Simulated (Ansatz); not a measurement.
# How fast states decay through BaInF3, part 4 of 4

Wanted: the relaxed cell of BaInF3, its band edges and its decay constants. It is built by putting F for I, Ba for Ca in the CaInI3 structure of space group Cmcm, with the volume rescaled by atomic radii. The parent structure comes from the Materials Project.

Ansatz 0.2.0; r2SCAN DFT, plane waves, PAW files (the session's first sound run).

So far, gap on path (eV): step 3 (band edges, r2SCAN) 3.24; step 7 (r2SCAN norm-conserving, cutoff 1250 eV) 3.26.

The structure was built from a prototype and need not be the compound's stable phase.

## 10. A check of the settings: output.transmission.temperature = 600.0

This step: r2SCAN DFT, plane waves, PAW files; complex bands by layer matching along the plane's normal; changed: output.transmission.temperature = 600.0 (Ansatz 0.2.0).

This run repeats an earlier one, its twin (the complex run, plane (001)), with one setting changed (output.transmission.temperature; files written aside). It is meant to test how the leads' temperature enters. Where the input is shown as a difference, that is against the step before, not the twin.

Input file input.yaml:

```yaml
crystal:
  lattice:
    - [6.03070159, 0.0, 0.0]
    - [1.547179806, 4.033285767, 0.0]
    - [0.0, 0.0, 9.290997101]
  atoms:
    - { symbol: Ba, position: [0.0, 0.0, 0.0] }
    - { symbol: Ba, position: [0.0, 0.0, 0.5] }
    - { symbol: In, position: [0.5334596084, 0.7332701958, 0.25] }
    - { symbol: In, position: [0.4665403916, 0.2667298042, 0.75] }
    - { symbol: F, position: [0.238403765, 0.3807981175, 0.942552005] }
    - { symbol: F, position: [0.761596235, 0.6192018825, 0.057447995] }
    - { symbol: F, position: [0.761596235, 0.6192018825, 0.442552005] }
    - { symbol: F, position: [0.238403765, 0.3807981175, 0.557447995] }
    - { symbol: F, position: [0.7525828772, 0.1237085614, 0.25] }
    - { symbol: F, position: [0.2474171228, 0.8762914386, 0.75] }
kpoints:
  mp_grid: { grid: [6, 6, 4] }
scf:
  occupations: { method: fixed }
hamiltonian:
  xc: r2scan
output:
  eigenvalues: true
  transmission:
    leads: [[0, 0]]
    kpoints: [[0.0, 0.0], [-0.5, 0.0], [0.2396, 0.4792]]
    e_range: [-1.0, 4.24]
    de: 0.13
    temperature: 600.0
```

Run with:

```console
> ansatz run input.yaml --threads 2 --pin off --max-ram 4096MiB --backend cpu --events-out ev --progress --plain --runs-dir out
```

Numbers of over 12 decimals in the logs are rounded to 6 here.

The program printed:

```text
[...]
Crystal: 10 atoms, lattice volume = 225.990 Å³
Basis set: ecut = 500 eV, 5707 PW (Γ), exchange–correlation on 180×128×288 points (64 copies of the dense FFT grid, shifted against one another)
Bands: 54, of which v1, the nominal top of the filled ones, is band 44 counted from 1 (43 counted from 0)
Symmetry: 8 space group operations
[...]
k-points: 39 of 144
[...]
SCF iter   1: F=—  HF=-28024.830919 eV  |F-HF|=—  |Δ(HF+E_count)|=         —  Δρ=8.92e-3  dr2=1.88e-1  dr2_τ=1.86e-1  ethr=1.77e-3  ⟨swp⟩=5.0  Hψ=8136  notcnv=0  defer=275
[...]
SCF iter   8: F=-28025.021037 eV  HF=-28025.021037 eV  |F-HF|=1.31e-8  |Δ(HF+E_count)|=   2.25e-7  Δρ=3.20e-6  dr2=3.74e-8  dr2_τ=2.54e-9  ethr=1.14e-10  ⟨swp⟩=12.9  Hψ=10440  notcnv=0
SCF 1 converged in 8 iterations: F = -28025.021037 eV  dr2 = 3.74e-8
[...]
transmission: 13 of 39 steps passed
transmission: 26 of 39 steps passed
transmission: 39 of 39 steps passed
SCF converged after 8 iterations
Free energy (F): -28025.021037 eV
[...]
Internal energy: -28025.021037 eV  (E = F + TS)
E sigma→0 (E₀):  -28025.021037 eV
Fermi energy:    4.472569 eV
[...]
--- Band table (eV; the first three rows and the last of 39) ---
  k-point 0: bands = [... 40 lower, 1.2962, 1.3906, 3.0972, 4.0838, 7.8736, 8.9500, 10.0691, 10.0899, ... 6 higher]
  k-point 1: bands = [... 40 lower, 1.2121, 1.3686, 3.2342, 3.9222, 8.1625, 9.0656, 9.8839, 9.9097, ... 6 higher]
  k-point 2: bands = [... 40 lower, 1.3031, 1.3031, 3.5667, 3.5667, 8.8909, 8.8909, 9.4725, 9.4725, ... 6 higher]
  k-point 38: bands = [... 40 lower, 1.2667, 1.2667, 3.8986, 3.8986, 8.1912, 8.1912, 9.4223, 9.4223, ... 6 higher]
--- Transmission ---
  basis      : 247 plane waves across, 13 finite elements along
  points     : 3, as listed
[...]
crystal 0  : In2F6Ba2, at the sites [0, 0], period 9.2910 Å: whole cells are its period
[...]
channels       : 0.000000e0 a spin
[...]
slowest decay  : 0.3294 /Å at (0.0000, 0.0000)
```

Run time: 37 s. Hardware: 2 threads of AMD EPYC 9R45, shared host; peak memory 1.5 GiB; 72 s of CPU time.

This step gave:

```
free energy                                               : -28025.0210 eV
Fermi energy                                              : 4.473 eV
gap on the k-mesh                                         : 3.259 eV
decay constant at the filling level, zone centre          : 0.3294 Å⁻¹
decay constant at the filling level, slowest listed point : 0.3294 Å⁻¹
```

K parallel (0, 0); values up to 1.5 1/Å, a degenerate pair printed once or twice; energies at which all values exceed this have no row. Im kz of the slowest decaying states against energy, zero at the highest filled level on the SCF mesh:

| energy (eV) | decay 1 (Å⁻¹) | decay 2 (Å⁻¹) | decay 3 (Å⁻¹) | decay 4 (Å⁻¹) |
| --- | --- | --- | --- | --- |
| -1.00 | 0.639 | 0.964 | 1.03 | 1.15 |
| -0.74 | 0.648 | 0.923 | 1.02 | 1.13 |
| -0.61 | 0.652 | 0.909 | 1.02 | 1.11 |
| -0.35 | 0.0789 | 0.658 | 0.895 | 1.03 |
| -0.22 | 0.158 | 0.661 | 0.891 | 1.02 |
| 0.04 | 0.236 | 0.665 | 0.886 | 1.02 |
| 0.30 | 0.280 | 0.667 | 0.882 | 1.01 |
| 0.43 | 0.296 | 0.667 | 0.880 | 1.00 |
| 0.69 | 0.318 | 0.667 | 0.877 | 0.991 |
| 0.82 | 0.325 | 0.666 | 0.876 | 0.982 |
| 1.08 | 0.333 | 0.663 | 0.871 | 0.959 |
| 1.34 | 0.334 | 0.658 | 0.867 | 0.936 |
| 1.47 | 0.333 | 0.654 | 0.864 | 0.924 |
| 1.73 | 0.325 | 0.645 | 0.857 | 0.899 |
| 1.86 | 0.319 | 0.640 | 0.853 | 0.887 |
| 2.12 | 0.302 | 0.626 | 0.845 | 0.861 |
| 2.38 | 0.279 | 0.608 | 0.834 | 0.835 |
| 2.51 | 0.265 | 0.597 | 0.821 | 0.830 |
| 2.77 | 0.229 | 0.570 | 0.793 | 0.818 |
| 2.90 | 0.207 | 0.554 | 0.780 | 0.812 |
| 3.16 | 0.147 | 0.516 | 0.753 | 0.779 |
| 3.42 | 0.470 | 0.728 | 0.738 | 0.784 |
| 3.55 | 0.443 | 0.716 | 0.717 | 0.776 |
| 3.81 | 0.380 | 0.673 | 0.690 | 0.759 |
| 3.94 | 0.343 | 0.650 | 0.676 | 0.744 |
| 4.20 | 0.250 | 0.600 | 0.641 | 0.695 |

K parallel (-0.5, 0); values up to 1.5 1/Å, a degenerate pair printed once or twice; energies at which all values exceed this have no row. Table of Im kz of the slowest decaying states by energy, zero at the highest filled level on the SCF mesh:

| energy (eV) | decay 1 (Å⁻¹) | decay 2 (Å⁻¹) | decay 3 (Å⁻¹) | decay 4 (Å⁻¹) |
| --- | --- | --- | --- | --- |
| -1.00 | 0.423 | 0.635 | 0.770 | 0.932 |
| -0.74 | 0.250 | 0.650 | 0.711 | 0.912 |
| -0.48 | 0.239 | 0.581 | 0.663 | 0.895 |
| -0.22 | 0.553 | 0.675 | 0.880 | 0.985 |
| 0.04 | 0.597 | 0.685 | 0.866 | 0.973 |
| 0.30 | 0.615 | 0.694 | 0.853 | 0.962 |
| 0.56 | 0.619 | 0.701 | 0.842 | 0.952 |
| 0.82 | 0.614 | 0.706 | 0.831 | 0.942 |
| 1.08 | 0.601 | 0.708 | 0.822 | 0.933 |
| 1.34 | 0.583 | 0.706 | 0.813 | 0.924 |
| 1.60 | 0.562 | 0.700 | 0.806 | 0.915 |
| 1.86 | 0.537 | 0.690 | 0.799 | 0.905 |
| 2.12 | 0.508 | 0.677 | 0.792 | 0.894 |
| 2.38 | 0.475 | 0.661 | 0.783 | 0.883 |
| 2.64 | 0.435 | 0.643 | 0.774 | 0.871 |
| 2.90 | 0.376 | 0.393 | 0.625 | 0.762 |
| 3.16 | 0.166 | 0.448 | 0.606 | 0.750 |
| 3.42 | 0.442 | 0.587 | 0.735 | 0.808 |
| 3.68 | 0.418 | 0.569 | 0.719 | 0.767 |
| 3.94 | 0.379 | 0.551 | 0.700 | 0.723 |
| 4.20 | 0.320 | 0.532 | 0.676 | 0.680 |

K parallel (0.2396, 0.4792); values up to 1.5 1/Å, a degenerate pair printed once or twice; energies at which all values exceed this have no row. Table of Im kz of the slowest decaying states by energy, zero at the highest filled level on the SCF mesh:

| energy (eV) | decay 1 (Å⁻¹) | decay 2 (Å⁻¹) | decay 3 (Å⁻¹) | decay 4 (Å⁻¹) |
| --- | --- | --- | --- | --- |
| -1.00 | 0.421 | 0.678 | 0.880 | 0.884 |
| -0.74 | 0.315 | 0.684 | 0.859 | 0.872 |
| -0.61 | 0.235 | 0.686 | 0.848 | 0.867 |
| -0.35 | 0.689 | 0.826 | 0.857 | 1.07 |
| -0.22 | 0.690 | 0.814 | 0.852 | 1.06 |
| 0.04 | 0.0962 | 0.691 | 0.789 | 0.842 |
| 0.30 | 0.291 | 0.690 | 0.762 | 0.832 |
| 0.43 | 0.338 | 0.689 | 0.747 | 0.827 |
| 0.69 | 0.406 | 0.685 | 0.714 | 0.817 |
| 0.82 | 0.432 | 0.682 | 0.696 | 0.812 |
| 1.08 | 0.479 | 0.651 | 0.674 | 0.802 |
| 1.34 | 0.559 | 0.664 | 0.792 | 0.920 |
| 1.47 | 0.554 | 0.658 | 0.787 | 0.911 |
| 1.73 | 0.539 | 0.643 | 0.778 | 0.892 |
| 1.86 | 0.529 | 0.634 | 0.773 | 0.883 |
| 2.12 | 0.506 | 0.614 | 0.765 | 0.866 |
| 2.38 | 0.475 | 0.590 | 0.756 | 0.850 |
| 2.51 | 0.457 | 0.577 | 0.752 | 0.843 |
| 2.77 | 0.413 | 0.546 | 0.744 | 0.829 |
| 2.90 | 0.385 | 0.529 | 0.739 | 0.822 |
| 3.16 | 0.313 | 0.489 | 0.731 | 0.810 |
| 3.42 | 0.163 | 0.441 | 0.722 | 0.800 |
| 3.55 | 0.167 | 0.411 | 0.718 | 0.795 |
| 3.81 | 0.195 | 0.232 | 0.301 | 0.708 |
| 3.94 | 0.180 | 0.292 | 0.703 | 0.782 |
| 4.20 | 0.108 | 0.298 | 0.692 | 0.730 |

The temperature enters the conductance and not T(E) itself. No conductance was computed here for it to change.

## 11. Results

```json
{
 "band gap": "3.24 eV",
 "least decay constant at mid-gap, normal to (001)": "0.329 Å⁻¹",
 "least decay constant at mid-gap, normal to (010)": "0.305 Å⁻¹",
 "least decay constant on a mesh, normal to (001)": "0.329 Å⁻¹"
}
```

In words: With r2SCAN, the slowest decay at the wavevectors tried is κ = 0.305 Å⁻¹, normal to (010). Through such a film the transmission near mid-gap falls as exp(−2κd), a factor of ten every 3.8 Å. The directions tried decay at nearly the same rate. A free electron under a barrier of half the gap would need a mass of 0.22 mₑ to decay at this rate. The compound is made up by substitution; its stability against other phases and against distortions of the cell's symmetry was not tested. r2SCAN still narrows gaps, if less than LDA and GGA do, so real decay constants are likely larger.

[Logs are printed without paths, hosts, clocks, repeated set-up lines and the standing remarks that a program may print on its own settings, such as how far it seeks lower states.]

[Hosts, paths, dates, database ids (printed as entryN), source tags and the programs' standing remarks are cut or masked in the printed files.]
